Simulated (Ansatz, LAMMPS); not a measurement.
# Electronic structure of Li+ BF4- in gamma-butyrolactone and acetonitrile and diethyl carbonate at 540 K (102 atoms)

Wanted: forces, charges and levels of Li+ BF4- in gamma-butyrolactone and acetonitrile and diethyl carbonate at 540 K (102 atoms).

Method: Kohn-Sham DFT, r2SCAN+D3(BJ), PAW (set soft_2), plane waves, in Ansatz 0.2.0.

### 1. The starting structure

The cell holds 102 atoms: 30 C, 12 O, 50 H, 4 N, 1 B, 4 F and 1 Li. Its edges and angles: a = 11.111 Å, b = 11.111 Å, c = 11.111 Å, α = 90.0°, β = 90.0°, γ = 90.0°. 3 gamma-butyrolactone, 4 acetonitrile, 2 diethyl carbonate, 1 Li+, 1 BF4- placed at random, at 0.911 g/cm³; overlaps pushed apart, then 10 ps at 590 K with stiff harmonic cages for PF6 and BF4 with UFF radii; Joung-Cheatham ions (J. Phys. Chem. B 112, 9020 (2008)); MMFF94 bonds, angles, torsions, charges and radii (Halgren, J. Comput. Chem. 17, 490 (1996)) in harmonic and 12-6 forms; charges of ions scaled by 0.8. Snapshot after 30 ps at 540 K and fixed volume.

Before any run, some limits are plain. The network of contacts between molecules at the start is that of the classical potential that made the cell, and needn't be the one that DFT or experiment would give. The density was typed from a rule of thumb and may lie off the real one at this temperature. The Brillouin zone is sampled at Γ only, in a cell whose shortest periodic width is 11 Å.

### 2. The classical run that made the cell

A classical potential supplies the starting structure, since it reaches far longer times than DFT.

This step: classical MD, stiff harmonic cages for PF6 and BF4 with UFF radii; Joung-Cheatham ions (J. Phys. Chem. B 112, 9020 (2008)); MMFF94 bonds, angles, torsions, charges and radii (Halgren, J. Comput. Chem. 17, 490 (1996)) in harmonic and 12-6 forms; charges of ions scaled by 0.8 (LAMMPS 22 Jul 2025 - Update 4).

Input file in.lmp:

```
# Li+ BF4- in gamma-butyrolactone and acetonitrile and diethyl carbonate
units real
atom_style full
boundary p p p
bond_style harmonic
angle_style harmonic
dihedral_style opls
improper_style harmonic
special_bonds lj 0 0 0.5 coul 0 0 0.75
read_data data.lmp
neigh_modify delay 0 every 1 check yes one 4000
comm_modify cutoff 12.0
timestep 0.5
thermo_style custom step time temp pe press density
thermo_modify norm yes
# push overlapping molecules apart
pair_style soft 2.6
pair_coeff * * 0.0
variable a equal ramp(1,60)
fix ad all adapt 1 pair soft a * * v_a
velocity all create 590 812181 mom yes dist gaussian
fix lim all nve/limit 0.03
fix lan all langevin 590 590 50 812182 zero yes
thermo 1000
run 3000 post no
unfix ad
pair_style lj/cut/coul/long 9.0
pair_modify mix arithmetic tail yes
pair_coeff 1 1 0.0678 3.3680   # C
pair_coeff 2 2 0.0763 3.0430   # O
pair_coeff 3 3 0.0678 3.4070   # C
pair_coeff 4 4 0.0763 2.9870   # O
pair_coeff 5 5 0.0216 2.5400   # H
pair_coeff 6 6 0.0678 3.5530   # C
# [... 22 lines left out ...]
compute msd all msd com yes
thermo 7500
fix md all nvt temp 540 540 100
run 30000 post no
print "== T540: mean square displacement over the hold $(c_msd[4]:%.2f) A^2"
unfix md
uncompute msd
write_dump all custom T540.dump id type xs ys zs modify sort id
```

Started as:

```bash
lmp -in in.lmp -log none -nocite
```

What it wrote:

```text
LAMMPS (22 Jul 2025 - Update 4)
Reading data file ...
  orthogonal box = (0 0 0) to (11.11076 11.11076 11.11076)
  102 atoms
  orthogonal box = (0 0 0) to (11.11076 11.11076 11.11076)
  100 bonds
  152 angles
  140 dihedrals
  5 impropers
WARNING: Bond/angle/dihedral extent > half of periodic box length
   Step          Time           Temp          PotEng         Press         Density
         0   0              590            0.02600734     2995.0736      0.91099976
      1000   500            501.76121      1.5310693      4948.7819      0.91099976
      2000   1000           534.29778      1.5318173      4398.408       0.91099976
      3000   1500           554.19651      1.1595599      14725.72       0.91099976
WARNING: Bond/angle/dihedral extent > half of periodic box length
Loop time of 0.226891 s on 1 MPI rank(s) for 3000 steps with 102 atoms
PPPM initialization ...
  G vector (1/distance) = 0.28722785
  grid = 6 6 6
[... 31 lines left out ...]
Loop time of 3.51708 s on 1 MPI rank(s) for 10000 steps with 102 atoms
WARNING: Bond/angle/dihedral extent > half of periodic box length
   Step          Time           Temp          PotEng         Press         Density
[... 4 lines left out ...]
WARNING: Bond/angle/dihedral extent > half of periodic box length
Loop time of 1.75257 s on 1 MPI rank(s) for 5000 steps with 102 atoms
WARNING: Bond/angle/dihedral extent > half of periodic box length
   Step          Time           Temp          PotEng         Press         Density
[... 2 lines left out ...]
     30000   29000          522.47693     -1.6152653      6937.3363      0.91099976
     37500   36500          615.63155     -1.8363908     -7900.0211      0.91099976
     45000   44000          488.36319     -1.7072596      6229.1964      0.91099976
     47000   46000          535.10713     -1.5670997      149.53569      0.91099976
WARNING: Bond/angle/dihedral extent > half of periodic box length
Loop time of 10.3897 s on 1 MPI rank(s) for 30000 steps with 102 atoms
== T540: mean square displacement over the hold 72.84 A^2
```

Wall time 17 s (1 thread of Arm Neoverse V1, shared host); peak memory 0.13 GiB.

The input also reads data.lmp (atoms, bonds and types; not printed here).

### 3. Plane-wave single point

The electrons are solved once, with the atoms held.

Input file input.yaml:

```yaml
crystal:
  lattice:
    - [11.11076, 0.0, 0.0]
    - [0.0, 11.11076, 0.0]
    - [0.0, 0.0, 11.11076]
  atoms:
    - { symbol: C, position: [0.40138, 0.1567, 0.56438] }
    - { symbol: C, position: [0.28523, 0.11169, 0.61862] }
    - { symbol: O, position: [0.24769, 0.18273, 0.71876] }
    - { symbol: C, position: [0.17252, 0.27291, 0.69685] }
    - { symbol: O, position: [0.14774, 0.31513, 0.59705] }
    - { symbol: O, position: [0.11561, 0.28836, 0.79504] }
    - { symbol: C, position: [0.04962, 0.39478, 0.79795] }
    - { symbol: C, position: [0.92974, 0.39772, 0.73225] }
    - { symbol: H, position: [0.47138, 0.18013, 0.63045] }
    - { symbol: H, position: [0.38169, 0.23958, 0.51656] }
    - { symbol: H, position: [0.45039, 0.1038, 0.4914] }
    - { symbol: H, position: [0.28944, 0.02088, 0.64437] }
    - { symbol: H, position: [0.2074, 0.10136, 0.55927] }
    - { symbol: H, position: [0.03275, 0.40538, 0.89158] }
    - { symbol: H, position: [0.08609, 0.47108, 0.77538] }
    - { symbol: H, position: [0.94898, 0.42971, 0.63782] }
    - { symbol: H, position: [0.87289, 0.46489, 0.77698] }
    - { symbol: H, position: [0.8869, 0.31562, 0.72235] }
    - { symbol: C, position: [0.09852, 0.92256, 0.85598] }
    - { symbol: C, position: [0.98533, 0.90034, 0.92938] }
    - { symbol: O, position: [0.87688, 0.90165, 0.86034] }
    - { symbol: C, position: [0.8722, 0.79622, 0.7895] }
    - { symbol: O, position: [0.94163, 0.71092, 0.79456] }
    - { symbol: O, position: [0.77748, 0.81415, 0.71755] }
    - { symbol: C, position: [0.7586, 0.72279, 0.62262] }
    - { symbol: C, position: [0.80532, 0.76513, 0.5025] }
    - { symbol: H, position: [0.17591, 0.92161, 0.91195] }
    - { symbol: H, position: [0.07665, 0.01558, 0.80886] }
    - { symbol: H, position: [0.10562, 0.86038, 0.77816] }
    - { symbol: H, position: [0.97846, 0.96429, 0.99806] }
    - { symbol: H, position: [0.99542, 0.82502, 0.98317] }
    - { symbol: H, position: [0.80408, 0.63309, 0.63999] }
    - { symbol: H, position: [0.66438, 0.71511, 0.6258] }
    - { symbol: H, position: [0.88844, 0.80358, 0.50943] }
    - { symbol: H, position: [0.74162, 0.82613, 0.47606] }
    - { symbol: H, position: [0.81299, 0.68864, 0.44287] }
    - { symbol: O, position: [0.02968, 0.72612, 0.27743] }
    - { symbol: C, position: [0.03852, 0.62318, 0.24121] }
    - { symbol: C, position: [0.16092, 0.58451, 0.1835] }
    - { symbol: C, position: [0.11814, 0.47045, 0.12669] }
    - { symbol: C, position: [0.02901, 0.41826, 0.20983] }
    - { symbol: O, position: [0.95696, 0.52884, 0.24244] }
    - { symbol: H, position: [0.19045, 0.66482, 0.13395] }
    - { symbol: H, position: [0.23205, 0.56681, 0.25446] }
    - { symbol: H, position: [0.07007, 0.49101, 0.03912] }
    - { symbol: H, position: [0.18945, 0.39875, 0.11783] }
    - { symbol: H, position: [0.97232, 0.35395, 0.16634] }
    - { symbol: H, position: [0.0815, 0.38082, 0.28735] }
    - { symbol: O, position: [0.66584, 0.81808, 0.25265] }
    - { symbol: C, position: [0.67311, 0.7378, 0.17905] }
    - { symbol: C, position: [0.75302, 0.7378, 0.0776] }
    - { symbol: C, position: [0.68618, 0.64971, 0.00132] }
    - { symbol: C, position: [0.64308, 0.55262, 0.08795] }
    - { symbol: O, position: [0.61897, 0.62618, 0.1931] }
    - { symbol: H, position: [0.76582, 0.83783, 0.06235] }
    - { symbol: H, position: [0.83364, 0.69859, 0.1233] }
    - { symbol: H, position: [0.61074, 0.70269, 0.96553] }
    - { symbol: H, position: [0.75142, 0.60935, 0.934] }
    - { symbol: H, position: [0.54896, 0.52095, 0.0684] }
    - { symbol: H, position: [0.70661, 0.48149, 0.10042] }
    - { symbol: O, position: [0.63427, 0.10998, 0.34288] }
    - { symbol: C, position: [0.65371, 0.21469, 0.37968] }
    - { symbol: C, position: [0.77855, 0.26536, 0.41294] }
    - { symbol: C, position: [0.75258, 0.3927, 0.40583] }
    - { symbol: C, position: [0.61857, 0.41407, 0.40805] }
    - { symbol: O, position: [0.56411, 0.2903, 0.41247] }
    - { symbol: H, position: [0.82236, 0.2379, 0.4953] }
    - { symbol: H, position: [0.85408, 0.23912, 0.34956] }
    - { symbol: H, position: [0.81139, 0.45308, 0.46207] }
    - { symbol: H, position: [0.80539, 0.40716, 0.32351] }
    - { symbol: H, position: [0.5895, 0.4699, 0.47627] }
    - { symbol: H, position: [0.58924, 0.44405, 0.32529] }
    - { symbol: C, position: [0.16037, 0.64148, 0.57198] }
    - { symbol: C, position: [0.28488, 0.65606, 0.6103] }
    - { symbol: "N", position: [0.38147, 0.67693, 0.64349] }
    - { symbol: H, position: [0.16518, 0.63726, 0.47291] }
    - { symbol: H, position: [0.1096, 0.72501, 0.58924] }
    - { symbol: H, position: [0.10745, 0.56587, 0.60925] }
    [... 18 atom lines left out ...]
    - { symbol: B, position: [0.38037, 0.90698, 0.18515] }
    - { symbol: F, position: [0.44151, 0.00038, 0.1311] }
    - { symbol: F, position: [0.43159, 0.79814, 0.13815] }
    - { symbol: F, position: [0.24725, 0.90047, 0.1879] }
    - { symbol: F, position: [0.43016, 0.92481, 0.30506] }
    - { symbol: Li, position: [0.58916, 0.96101, 0.29967] }
kpoints:
  mp_grid: { grid: [1, 1, 1] }
hamiltonian:
  xc: r2scan
  dispersion: d3bj
scf:
  occupations: { method: fixed }
output:
  forces: true
  stress: true
  populations: true
  dos:
    method: { smearing: { sigma: 0.08 } }
    de: 0.1
    projected: { site_lists: { B: [B], C: [C], F: [F], H: [H], Li: [Li] } }
  eigenvalues: true
  write_density: true
  write_potential: true
  volumetric_format: npy
```

Started as:

```bash
ansatz run input.yaml --threads 8 --pin off --max-ram 15872MiB --backend cpu --events-out ev --progress --plain --runs-dir out
```

What it wrote:

```text
Warning: the engine holds no damping parameters fitted to this dispersion correction and functional, so the run takes those fitted to r2scan beside the three-body term, which d3bj leaves out (hamiltonian.dispersion, under Limitations)
Engine: ansatz 0.2.0, aarch64-unknown-linux-gnu
Pseudopotentials: kind: paw
Pseudopotential: C, paw, valence charge 4, recommended cutoff 500 eV (meta_gga), C.paw.azcp
Pseudopotential: O, paw, valence charge 6, recommended cutoff 500 eV (meta_gga), O.paw.azcp
Pseudopotential: H, paw, valence charge 1, recommended cutoff 500 eV (meta_gga), H.paw.azcp
Pseudopotential: N, paw, valence charge 5, recommended cutoff 500 eV (meta_gga), N.paw.azcp
Pseudopotential: B, paw, valence charge 3, recommended cutoff 500 eV (meta_gga), B.paw.azcp
Pseudopotential: F, paw, valence charge 7, recommended cutoff 500 eV (meta_gga), F.paw.azcp
Pseudopotential: Li, paw, valence charge 3, recommended cutoff 500 eV (meta_gga), Li.paw.azcp
[... 6 lines on functional and potentials left out ...]
Crystal: 102 atoms, lattice volume = 1371.612 Å³
Basis set: ecut = 500 eV, 34889 PW (Γ), exchange–correlation on 360×360×360 points (64 copies of the dense FFT grid, shifted against one another)
Bands: 250, of which v1, the nominal top of the filled ones, is band 148 counted from 1 (147 counted from 0)
Symmetry: 1 space group operations
Space group: P1 (ITA 1), of the structure as read, at distance tolerance 1.1e-4 Å
k-points: 1
[... 20 lines on functional and potentials left out ...]
Initial density: superposition of atomic densities (neutral atoms: chi_scale 0, normalization atom), corrected by the library's trained network
Initial wavefunctions: pseudopotential atomic-orbital guess
Functional: x = r2scan, c = r2scan; τ floored in thin density (d = 2e-4 eV/Å³)
SCF iter   1: F=—  HF=-20311.537877 eV  |F-HF|=—  |Δ(HF+E_count)|=         —  Δρ=8.16e-3  dr2=1.01e0  dr2_τ=8.95e0  ethr=1.77e-3  ⟨swp⟩=5.0  Hψ=875  notcnv=0  defer=100
preconditioner: auto → Resta (q_TF=auto, 2.113 Å⁻¹)  ε∞=2.2  [insulator: Δε(μ)=4.792 eV  Ē_g=15.087 eV  n_scr=202 (ndim 8)  ℏωp=16.3 eV  f_vac=0.351  ε∞_Penn≈2.2]
SCF iter   2: F=—  HF=-20310.590680 eV  |F-HF|=—  |Δ(HF+E_count)|=   9.47e-1  Δρ=4.49e-3  dr2=1.86e-1  dr2_τ=3.96e-2  ethr=3.40e-4  ⟨swp⟩=3.0  Hψ=434  notcnv=0  defer=100
SCF iter   3: F=—  HF=-20310.579494 eV  |F-HF|=—  |Δ(HF+E_count)|=   1.12e-2  Δρ=1.99e-3  dr2=5.67e-2  dr2_τ=6.08e-3  ethr=6.27e-5  ⟨swp⟩=3.0  Hψ=297  notcnv=0  defer=100
SCF iter   4: F=—  HF=-20310.586599 eV  |F-HF|=—  |Δ(HF+E_count)|=   7.11e-3  Δρ=6.63e-4  dr2=8.57e-3  dr2_τ=1.14e-3  ethr=1.92e-5  ⟨swp⟩=3.0  Hψ=290  notcnv=0  defer=100
SCF iter   5: F=—  HF=-20310.590524 eV  |F-HF|=—  |Δ(HF+E_count)|=   3.92e-3  Δρ=3.07e-4  dr2=1.79e-3  dr2_τ=1.80e-4  ethr=2.90e-6  ⟨swp⟩=2.0  Hψ=420  notcnv=0  defer=100
SCF iter   6: F=—  HF=-20310.592632 eV  |F-HF|=—  |Δ(HF+E_count)|=   2.11e-3  Δρ=1.55e-4  dr2=4.23e-4  dr2_τ=4.79e-5  ethr=6.06e-7  ⟨swp⟩=3.0  Hψ=291  notcnv=0  defer=100
SCF iter   7: F=—  HF=-20310.593276 eV  |F-HF|=—  |Δ(HF+E_count)|=   6.44e-4  Δρ=7.39e-5  dr2=8.44e-5  dr2_τ=1.11e-5  ethr=1.43e-7  ⟨swp⟩=2.0  Hψ=289  notcnv=0  defer=100
SCF iter   8: F=—  HF=-20310.595367 eV  |F-HF|=—  |Δ(HF+E_count)|=   2.09e-3  Δρ=2.48e-5  dr2=9.64e-6  dr2_τ=1.11e-6  ethr=2.85e-8  ⟨swp⟩=2.0  Hψ=389  notcnv=0  defer=100
SCF iter   9: F=—  HF=-20310.595405 eV  |F-HF|=—  |Δ(HF+E_count)|=   3.79e-5  Δρ=1.06e-5  dr2=1.98e-6  dr2_τ=2.12e-7  ethr=3.26e-9  ⟨swp⟩=2.0  Hψ=294  notcnv=0  defer=100
SCF iter  10: F=—  HF=-20310.595413 eV  |F-HF|=—  |Δ(HF+E_count)|=   7.96e-6  Δρ=5.47e-6  dr2=5.13e-7  dr2_τ=6.03e-8  ethr=6.69e-10  ⟨swp⟩=2.0  Hψ=297  notcnv=0  defer=100
SCF iter  11: F=-20310.595415 eV  HF=-20310.595414 eV  |F-HF|=3.29e-7  |Δ(HF+E_count)|=   1.39e-6  Δρ=2.15e-6  dr2=7.79e-8  dr2_τ=9.17e-9  ethr=3.38e-11  ⟨swp⟩=22.0  Hψ=2725  notcnv=0
SCF 1 converged in 11 iterations: F = -20310.595415 eV  dr2 = 7.79e-8
  greatest PAW one-centre occupation: 0.999 electrons in one spin orbital (limit 2), on the Li atom at site 101 (counted from 0), in its partial waves of l = 0
WARN: The output density's exchange-correlation potential varies sharply where the density is thin. Do not read a vacuum level from v_tot or v_xc, or from such a field of the output density. On a cell that repeats whose density bears no net charge and no dipole along the vacuum's axis use v_es (v_loc + v_h of the components); [...]
SCF converged after 11 iterations
Free energy (F): -20310.595415 eV
Harris-Foulkes:  -20310.595414 eV  (|F-HF|=3.29e-7)
Internal energy: -20310.595415 eV  (E = F + TS)
E sigma→0 (E₀):  -20310.595415 eV
Fermi energy:    -2.551775 eV
--- Per-component energies (eV) ---
  E_band       = -3026.936464
  E_kinetic    = 6937.459863
  E_local      = -27880.586846  (includes V_loc(G=0)·N_el)
  E_nonlocal   = 1921.023950
  E_hartree    = 10735.882449
  E_xc         = -3322.112776
  E_vxc        = -4714.592905  (∫ρ·V_xc dr)
  E_paw        = -6407.481674  (= ΣΔE_a)
  E_vpaw       = -1062.873876  (= ΣTr[D̂ρ^β])
  E_aug_tail   = -0.008305  (compensation charges beyond the density's cutoff)
  E_vtau       = 300.885620  (kinetic-family band-sum trace: ∫τ·v_τ [+ j·A + Jᵃ·Aᵃ] dr)
  E_ewald      = -2291.339091
  E_disp       = -2.044215  (pairwise vdW)
  E_core_change = -1.388770  (= ΣΔE_core)
  E_smearing   = -0.000000  (= −TS)
  E_closure    = -0.000000  (closes the sum)
  Σ components = -20310.595415   (vs F -20310.595415, Δ=0.00e0)
--- Forces (eV/Å), atoms counted from 1 ---
  atom   1  C      0.74543496     0.46205649    -1.37495315
  atom   2  C     -0.13168010    -0.12199429    -1.13063456
  atom   3  O      0.96756906    -0.49779323     0.00795865
  atom   4  C      0.02754257    -1.82512138    -3.77959354
  atom   5  O      0.82808365     0.03606440     1.43005945
  atom   6  O     -0.24687117     1.14244914     1.59089404
  atom   7  C     -4.67257285    -2.71109653     2.30476797
  atom   8  C      1.35306938     2.02095232    -1.29426892
  atom   9  H     -0.45320698    -0.28818735     0.11146812
  atom  10  H     -0.03539240     0.29957866     0.10410070
  atom  11  H     -1.22221227     0.03517428     1.22360050
  atom  12  H      0.65692210    -1.28867718     1.44414954
  atom  13  H      0.29904077     0.91750121    -0.63988869
  atom  14  H     -0.40190586    -0.07000058     0.93077099
[...]
atom 101  F     -1.20482465    -0.84795302     0.76585811
  atom 102  Li    -0.10248492    -0.23851384    -0.29092986
  max |Σ_I F_I| component: 3.22e-4 eV/Å
--- Stress (GPa, compression-positive) ---
       -1.559416       0.460265      -1.068860
        0.460268      -0.437014      -0.988949
       -1.068859      -0.988949       1.416641
  P = ⅓ Tr σ = -0.1933 GPa (-1.933 kbar)
--- Band table (eV) ---
  k-point 0: bands = ["-46.5190", "-27.0563", "-27.0175", "-25.8471", [... 234 levels ...], "9.3515", "9.4429", "9.5107", "9.5591", "9.5814", "9.6545", "9.6748", "9.8027", "9.8685", "9.8879", "9.9676", "10.0061"]
--- Löwdin populations: 102 sites ---
  site symbol       q [e]
     0      C      4.4597
     1      C      4.0532
     2      O      6.2922
[...]
101     Li      2.1812
  spilling = 0.013645 (of n_electrons = 296.000000)
```

The job ended after 39 s (8 threads of Arm Neoverse V1, shared host; peak memory 4.1 GiB; 4.5 min of CPU time).

The program notes that the exchange-correlation potential is rough where the density is thin. Further notices: dispersion damping borrowed.

Numbers from this run:

* free energy: -20310.5954 eV
* free energy per atom: -199.1235 eV/atom
* SCF cycles: 11
* pressure: -0.1933 GPa
* r.m.s. force component: 1.287 eV/Å
* longest force: 5.873 eV/Å
* Fermi energy: -2.552 eV
* gap (highest filled to lowest empty level): 4.609 eV
* spilling of the projection: 0.01364

Neighbours are counted within 1.34 Å (H-C), 1.85 Å (C-C), 1.73 Å (C-O), 1.62 Å (C-N), 2.27 Å (O-Li), 1.72 Å (F-B), 2.23 Å (F-Li).

Length of the force by element and coordination:

| element | coordination | atoms | mean length of the force (eV/Å) | spread | least | most |
| --- | --- | --- | --- | --- | --- | --- |
| B | all | 1 | 1.41 | 0 | 1.41 | 1.41 |
| C | all | 30 | 2.72 | 1.19 | 0.798 | 5.87 |
| C | 2 | 4 | 2.42 | 0.955 | 0.798 | 3.26 |
| C | 3 | 5 | 2.88 | 1.04 | 1.15 | 4.20 |
| C | 4 | 21 | 2.74 | 1.25 | 1.03 | 5.87 |
| F | all | 4 | 2.05 | 0.643 | 1.45 | 3.11 |
| F | 1 | 3 | 2.18 | 0.696 | 1.45 | 3.11 |
| F | 2 | 1 | 1.66 | 0 | 1.66 | 1.66 |
| H | all | 50 | 1.46 | 0.950 | 0.251 | 5.77 |
| Li | all | 1 | 0.390 | 0 | 0.390 | 0.390 |
| N | all | 4 | 2.23 | 1.13 | 0.570 | 3.59 |
| O | all | 12 | 1.82 | 0.626 | 0.865 | 3.18 |
| O | 1 | 3 | 1.91 | 0.286 | 1.65 | 2.31 |
| O | 2 | 9 | 1.79 | 0.701 | 0.865 | 3.18 |

Löwdin charges by element and coordination (they lack the spilled electrons, 0.040 e an atom on average):

| element | coordination | atoms | mean charge (e) | spread | least | most |
| --- | --- | --- | --- | --- | --- | --- |
| B | all | 1 | 0.967 | 0 | 0.967 | 0.967 |
| C | all | 30 | -0.0544 | 0.395 | -0.505 | 0.751 |
| C | 2 | 4 | 0.232 | 0.0115 | 0.223 | 0.251 |
| C | 3 | 5 | 0.666 | 0.0651 | 0.582 | 0.751 |
| C | 4 | 21 | -0.281 | 0.176 | -0.505 | -0.0401 |
| F | all | 4 | -0.416 | 0.0208 | -0.448 | -0.391 |
| F | 1 | 3 | -0.405 | 0.0107 | -0.417 | -0.391 |
| F | 2 | 1 | -0.448 | 0 | -0.448 | -0.448 |
| H | all | 50 | 0.216 | 0.0292 | 0.154 | 0.270 |
| Li | all | 1 | 0.819 | 0 | 0.819 | 0.819 |
| N | all | 4 | -0.227 | 0.0145 | -0.250 | -0.210 |
| O | all | 12 | -0.361 | 0.0883 | -0.501 | -0.240 |
| O | 1 | 3 | -0.452 | 0.0435 | -0.501 | -0.395 |
| O | 2 | 9 | -0.331 | 0.0785 | -0.478 | -0.240 |

Density of states as counts of states in windows of 1 eV (from the Fermi level), total and the larger projections:

| from (eV) | to (eV) | total | C p | H s | F p |
| --- | --- | --- | --- | --- | --- |
| -10 | -9 | 8.2 | 2.5 | 1.9 | 0.0 |
| -9 | -8 | 5.9 | 1.9 | 0.9 | 0.0 |
| -8 | -7 | 12.2 | 4.9 | 1.6 | 0.3 |
| -7 | -6 | 24.3 | 10.5 | 3.0 | 1.3 |
| -6 | -5 | 23.6 | 8.3 | 3.2 | 4.3 |
| -5 | -4 | 30.4 | 16.9 | 6.2 | 0.8 |
| -4 | -3 | 27.1 | 13.3 | 4.7 | 2.0 |
| -3 | -2 | 36.0 | 9.7 | 4.2 | 7.6 |
| -2 | -1 | 37.1 | 9.8 | 4.5 | 6.0 |
| -1 | 0 | 14.2 | 2.8 | 1.5 | 0.1 |
| 0 | 1 | 1.2 | 0.3 | 0.0 | 0.0 |
| 1 | 4 | 0.0 | 0.0 | 0.0 | 0.0 |
| 4 | 5 | 2.0 | 1.0 | 0.2 | 0.0 |

The curve was stored every 0.100 eV, coarse against its broadening of 0.08 eV, so these counts are rough.

With fixed occupations the program's Fermi level is the highest filled level; weight inside the gap is the broadening of levels at its edges.

Between -26 and -10 eV lie 74 more states.

Not all projections were asked for or kept, so they needn't add up to the total.

[end of part 1 of 2]

[Logs are printed without paths, hosts, clocks, repeated set-up lines and the standing remarks that a program may print on its own settings, such as how far it seeks lower states.]

[Hosts, paths, dates, database ids (printed as entryN), source tags and the programs' standing remarks are cut or masked in the printed files.]

[The MMFF94 radii named for the starting cell were scaled by 0.96; in molecules described by MMFF94, hydrogen bound to N, O or S took a small fixed 12-6 site in their place.]
